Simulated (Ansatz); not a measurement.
# A hypothetical structure for InPb3C, part 2 of 2

Starting from a made-up structure for InPb3C, the aim is the relaxed cell, its shortest contacts and, where a second run follows, its electronic structure.

Ansatz 0.2.0; DFT, r2SCAN, plane-wave PAW, files of the set soft_1, scalar-relativistic, no spin, cell and ions relaxed at zero pressure; PAW set soft_1 (the session's first sound run).

So far: The starting structure; Relaxation of the guess. The relaxed cell has a = 5.084 Å (conventional setting).

## (3) Electronic structure of the relaxed cell

A second self-consistent run takes a narrower smearing and the mesh shown in its input; the bands follow along the standard path of the relaxed lattice.

This step: DFT, r2SCAN, plane-wave PAW, files of the set soft_1, scalar-relativistic, no spin, bands and density of states at the relaxed cell; PAW set soft_1 (Ansatz 0.2.0).

Input file input.yaml:

```yaml
crystal:
  lattice:
    - [5.0835164895, 0.0, 0.0]
    - [0.0, 5.0835164895, 0.0]
    - [0.0, 0.0, 5.0835164895]
  atoms:
    - { symbol: Pb, position: [0.0, 0.5, 0.5] }
    - { symbol: Pb, position: [0.5, 0.0, 0.5] }
    - { symbol: Pb, position: [0.5, 0.5, 0.0] }
    - { symbol: In, position: [0.0, 0.0, 0.0] }
    - { symbol: C, position: [0.5, 0.5, 0.5] }
kpoints:
  mp_grid: { grid: [6, 6, 6] }
  band_path:
    path:
      - [[0.0, 0.0, 0.0], [0.0, 0.5, 0.0], [0.5, 0.5, 0.0], [0.0, 0.0, 0.0], [0.5, 0.5, 0.5], [0.0, 0.5, 0.0]]
      - [[0.5, 0.5, 0.0], [0.5, 0.5, 0.5]]
    npoints: 13
scf:
  occupations: { method: fermi_dirac, width: 0.03 }
  n_extra_bands: 9
hamiltonian:
  xc: r2scan
  pseudopotentials: { kind: paw, azcp: { folder: soft_1 } }
output:
  forces: true
  stress: true
  write_bands: true
  dos: { projected: true }
  write_density: true
  write_potential: true
  elf: true
  volumetric_format: npy
```

Command:

```bash
$ ansatz run input.yaml --threads 4 --pin off --max-ram 8192MiB --backend cpu --events-out ev --progress --plain --runs-dir out
```

Numbers of over 12 decimals in the logs are rounded to 6 here.

What it wrote:

```text
[...]
Crystal: 5 atoms, lattice volume = 131.369 Å³
Basis set: ecut = 500 eV, 3287 PW (Γ), exchange–correlation on 160×160×160 points (64 copies of the dense FFT grid, shifted against one another)
Bands: 39, of which v1, the nominal top of the filled ones, is band 30 counted from 1 (29 counted from 0)
Symmetry: 48 space group operations
[...]
k-points: 20 of 216
[...]
SCF iter   1: F=—  HF=-41629.050351 eV  |F-HF|=—  |Δ(HF+E_count)|=         —  Δρ=4.32e-2  dr2=5.35e0  dr2_τ=2.28e-1  ethr=3.10e-3  ⟨swp⟩=7.2  Hψ=3486  notcnv=0
[...]
SCF iter  10: F=-41627.850220 eV  HF=-41627.850220 eV  |F-HF|=1.25e-8  |Δ(HF+E_count)|=   1.03e-7  Δρ=2.69e-6  dr2=1.50e-8  dr2_τ=4.03e-10  ethr=1.69e-10  ⟨swp⟩=16.8  Hψ=5723  notcnv=0
SCF 1 converged in 10 iterations: F = -41627.850220 eV  dr2 = 1.50e-8
[...]
NSCF: frozen V_eff on 80 k-points
SCF converged after 10 iterations
Free energy (F): -41627.850220 eV
[...]
Internal energy: -41627.836879 eV  (E = F + TS)
E sigma→0 (E₀):  -41627.843549 eV
Entropy (-TS):   -0.013341 eV (-2.668 meV/atom)
Fermi energy:    9.773539 eV
[...]
--- Stress (GPa, compression-positive) ---
        0.045631       0.000000       0.000000
        0.000000       0.045631       0.000000
        0.000000       0.000000       0.045631
  P = ⅓ Tr σ = 0.0456 GPa (0.456 kbar)
--- Band table (eV; the first three rows and the last of 20) ---
  k-point 0: bands = [... 26 lower, 5.4946, 7.5211, 9.8880, 9.8880, 9.8880, 12.0991, 12.0991, 12.0991, ... 5 higher]
  k-point 1: bands = [... 26 lower, 6.8206, 6.8877, 9.8100, 9.8100, 10.6255, 11.5099, 11.8430, 11.8430, ... 5 higher]
  k-point 2: bands = [... 26 lower, 5.9498, 9.1615, 9.4635, 9.4635, 10.7254, 11.6688, 11.6688, 11.8034, ... 5 higher]
  k-point 19: bands = [... 26 lower, 6.3421, 6.3421, 11.3415, 11.3415, 11.3415, 12.4984, 14.8554, 14.8554, ... 5 higher]
```

Elapsed: 6 s, on 4 threads of AMD EPYC 9B14 (Zen 4), shared host; peak memory 0.86 GiB; 20 s of CPU time.

Reading the cycles: dr2 is the Hartree energy of the density residual (eV), the measure of convergence; HF is the Harris–Foulkes estimate of the energy, which meets the free energy F at convergence.

Numbers from this step:

* free energy: -41627.8502 eV
* smearing term TS: 0.01334 eV
* Fermi energy: 9.774 eV
* pressure: 0.04563 GPa

From bands.tsv, the bands that come nearest the Fermi level along the path, at its corners, in eV from the Fermi level:

```
point  band 26  band 27  band 28  band 29  band 30  band 31  band 32  band 33
    Γ    -4.28    -4.28    -2.25     0.11     0.11     0.11     2.33     2.33
    X    -3.65    -3.65    -0.58    -0.58     0.65     1.17     1.95     1.95
    M    -3.16    -0.57    -0.57     0.39     0.71     0.71     1.37     1.37
    Γ    -4.28    -4.28    -2.25     0.11     0.11     0.11     2.33     2.33
    R    -3.43    -3.43    -3.43     1.57     1.57     1.57     2.72     5.08
    X    -3.65    -3.65    -0.58    -0.58     0.65     1.17     1.95     1.95
    M    -3.16    -0.57    -0.57     0.39     0.71     0.71     1.37     1.37
    R    -3.43    -3.43    -3.43     1.57     1.57     1.57     2.72     5.08
```

Counts of states for the cell as run, both spins, by energy window (eV from the Fermi level):

| from | to | total |
| --- | --- | --- |
| -8 | -7 | 1.82 |
| -7 | -6 | 1.12 |
| -6 | -5 | 0.47 |
| -5 | -4 | 1.45 |
| -4 | -3 | 1.14 |
| -3 | -2 | 2.67 |
| -2 | -1 | 1.73 |
| -1 | 0 | 3.45 |
| 0 | 1 | 2.23 |
| 1 | 2 | 2.96 |
| 2 | 3 | 2.47 |
| 3 | 4 | 2.39 |
| 4 | 5 | 2.34 |
| 5 | 6 | 3.04 |

Below -8 eV lie 45.1 more states.

Electrostatic potential energy in the ac plane at fractional y = 0.500, with atoms of Pb and C within 0.2 Å of it. With pseudopotentials it is smooth inside the atoms' cores, unlike the true potential.

Ten even steps from '0' (-34 eV) to '9' (13 eV), each cell a mean:
```
99986011037999
99997310168999
99999765689999
78999988999987
24799987899863
00489721589610
20278500178501
10389600288611
01689865799730
56899998999976
89999887899998
99998632479999
99996100048999
99985012027999
```
Columns run along a (5.1 Å; values clipped at the 3rd and 97th percentile), rows up along c (5.1 Å). Atoms in or near the plane, at fractional coordinates: Pb at (0.00, 0.50), Pb at (0.50, 0.00), C at (0.50, 0.50).

ELF in the ac plane at fractional y = 0.500, with atoms of Pb and C within 0.2 Å of it. It is the smooth field of the valence electrons, not physical close to the nuclei.

Values, 14 rows by 14 columns, each cell a mean:
```
0.12 0.13 0.20 0.31 0.40 0.35 0.09 0.04 0.20 0.42 0.36 0.26 0.15 0.12
0.16 0.14 0.15 0.24 0.34 0.41 0.34 0.30 0.39 0.39 0.30 0.19 0.13 0.15
0.28 0.23 0.15 0.15 0.23 0.30 0.34 0.35 0.33 0.27 0.19 0.14 0.19 0.26
0.38 0.34 0.25 0.15 0.18 0.29 0.36 0.37 0.33 0.24 0.15 0.19 0.30 0.36
0.40 0.42 0.34 0.23 0.31 0.56 0.70 0.72 0.66 0.45 0.24 0.27 0.39 0.42
0.13 0.30 0.39 0.29 0.47 0.76 0.72 0.64 0.77 0.66 0.33 0.33 0.39 0.20
0.01 0.13 0.37 0.31 0.53 0.78 0.38 0.13 0.64 0.72 0.37 0.35 0.30 0.04
0.04 0.20 0.39 0.30 0.51 0.78 0.56 0.38 0.72 0.70 0.36 0.34 0.34 0.09
0.31 0.40 0.37 0.26 0.39 0.69 0.78 0.78 0.76 0.56 0.29 0.30 0.41 0.35
0.41 0.38 0.29 0.19 0.23 0.39 0.51 0.53 0.47 0.31 0.18 0.23 0.34 0.40
0.33 0.29 0.19 0.13 0.19 0.26 0.30 0.31 0.29 0.23 0.15 0.15 0.24 0.31
0.21 0.17 0.14 0.19 0.29 0.37 0.39 0.37 0.39 0.34 0.25 0.15 0.15 0.20
0.13 0.13 0.17 0.29 0.38 0.40 0.20 0.13 0.30 0.42 0.34 0.23 0.14 0.13
0.11 0.13 0.21 0.33 0.41 0.31 0.04 0.01 0.13 0.40 0.38 0.28 0.16 0.12
```
Columns run along a (5.1 Å), rows up along c (5.1 Å). Atoms in or near the plane, at fractional coordinates: Pb at (0.00, 0.50), Pb at (0.50, 0.00), C at (0.50, 0.50).

Valence density in the ac plane at fractional y = 0.500, with atoms of Pb and C within 0.2 Å of it. It is the smooth field of the valence electrons, not physical close to the nuclei.

Ten even steps from '_' (0.0 e/Å³) to '@' (7.6 e/Å³), each cell a mean:
```
__________--**%%++..________
__________..----::__________
______________..____________
____________________________
::..______________________..
**--..______......______::++
@@**::____........____..--%%
%%++..____........______--**
--::________....________..--
____________________________
____________________________
____________..::..__________
__________::++**--..________
__________--%%@@**::________
```
Columns run along a (5.1 Å), rows up along c (5.1 Å). Atoms in or near the plane, at fractional coordinates: Pb at (0.00, 0.50), Pb at (0.50, 0.00), C at (0.50, 0.50).

## (4) Summary of results

```yaml
space_group_relaxed: Pm-3m
conventional_cell: a = 5.084, b = 5.084, c = 5.084 Å; α = 90.0°, β = 90.0°, γ = 90.0°
volume_per_atom: 26.27 Å³ (guess 24.58)
```

**Reading.** InPb3C relaxes to Pm-3m with a = 5.084, b = 5.084 and c = 5.084 Å. The guessed volume was 6 % too small. The space group Pm-3m was held in the relaxation, so the end point is a stationary structure within it and may be a saddle against distortions or other arrangements. Bands cross the Fermi level, so it is a metal or semimetal at this level. The electron count is odd, which forces that without spin polarisation or a larger cell. On the 6×6×6 mesh with the narrower smearing (relaxed on 6×6×6) the forces vanish, as symmetry may demand, and the largest stress component is 0.046 GPa, within the relaxation's thresholds of 0.015 eV/Å and 0.05 GPa. The cutoff wasn't tested. Spin-orbit coupling is left out, which can matter for elements this heavy. No dispersion term is used, so weakly bound directions may come out too long. Nothing here tests whether the compound is stable against decomposition.

[Logs are printed without paths, hosts, clocks, repeated set-up lines and the standing remarks that a program may print on its own settings, such as how far it seeks lower states.]

[Hosts, paths, dates, database ids (printed as entryN), source tags and the programs' standing remarks are cut or masked in the printed files.]
